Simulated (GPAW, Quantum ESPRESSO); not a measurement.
Consider Cu (Copper, Fm-3m).

```cif
data_structure
_symmetry_space_group_name_H-M 'P 1'
_symmetry_Int_Tables_number 1
_cell_length_a 2.5562
_cell_length_b 2.5562
_cell_length_c 2.5562
_cell_angle_alpha 60.000
_cell_angle_beta 60.000
_cell_angle_gamma 60.000
_cell_volume 11.81
loop_
_atom_site_label
_atom_site_type_symbol
_atom_site_fract_x
_atom_site_fract_y
_atom_site_fract_z
_atom_site_occupancy
Cu1 Cu 0.00000 0.00000 0.00000 1
```

Absorber: atom 1, with 12 Cu at 2.56 Å (cuboctahedral, site symmetry m-3m). Method: Quantum ESPRESSO XSpectra, PBE, excited-electron core hole (neutral cell), 13-atom cell with 5.7 Å between holes, 5×5×5 k points, dipole transitions, Lorentzian half width 0.78 eV.

Q: Where do the maxima of the Cu K edge fall?

Main maxima up to 30 eV above the zero (height): 12.4 eV (1.52), 14.8 eV (1.46), 22.1 eV (1.62) and 26.8 eV (1.25). A K edge sees empty p states on the absorber. The total-energy difference is 9014.10 eV. One term is added: -29.93 eV, since the hole is spin-paired here and a spin-polarised one costs that much less in the free atom (computed apart). The photon energy is then 8984.17 eV. The tabulated edge of the element is 8979 eV. The functional leaves an error of a few eV in such absolute values.

The Cu K spectrum (energy from the energy zero of the input (xe0, at the border of filled and empty states); intensity scaled to a mean of 1 over the first 20 eV; the points at xe0, where the cut of filled states can leave a spike, are interpolated):

```csv
E (eV),intensity
-2.00,0.09
-1.25,0.12
-0.50,0.22
0.25,0.38
1.00,0.49
1.75,0.55
2.50,0.54
3.25,0.53
4.00,0.56
4.75,0.60
5.50,0.66
6.25,0.72
7.00,0.75
7.75,0.80
8.50,0.95
9.25,1.08
10.00,1.07
10.75,1.18
11.50,1.41
12.25,1.51
13.00,1.47
13.75,1.40
14.50,1.45
15.25,1.44
16.00,1.32
16.75,1.17
17.50,1.13
18.25,1.22
19.00,1.23
19.75,1.26
20.50,1.35
21.25,1.53
22.00,1.62
22.75,1.59
23.50,1.46
24.25,1.39
25.00,1.28
25.75,1.21
26.50,1.25
27.25,1.21
28.00,1.10
28.75,1.04
29.50,1.03
30.25,1.04
31.00,1.07
31.75,1.09
```

XSpectra leaves a spike where filled states are cut (about half a line width round xe0); it is interpolated away in tables and plots. The holes are only 5.7 Å apart, so the shape is probably not converged with cell size; no larger cell was run here. Lifetime broadening is put in by hand, and intensities beyond about 20 eV depend on it and on the partial waves. The structure is a published determination, not relaxed.

[Banner, clock and machine lines of the logs are left out without a mark of their own.]

[Logs are printed without paths, hosts, clocks, repeated set-up lines and the standing remarks that a program may print on its own settings, such as how far it seeks lower states.]

[Hosts, paths, dates, database ids (printed as entryN), source tags and the programs' standing remarks are cut or masked in the printed files.]

[Lists of maxima count a maximum above −3 eV only where it reaches 4 % of the highest in the window and stands out from its surroundings by 2 % of it (1.5 % where it reaches 55 %); shoulders and weaker maxima are passed over, and of the rest the first, up to two pre-edge ones and the few strongest are named.]
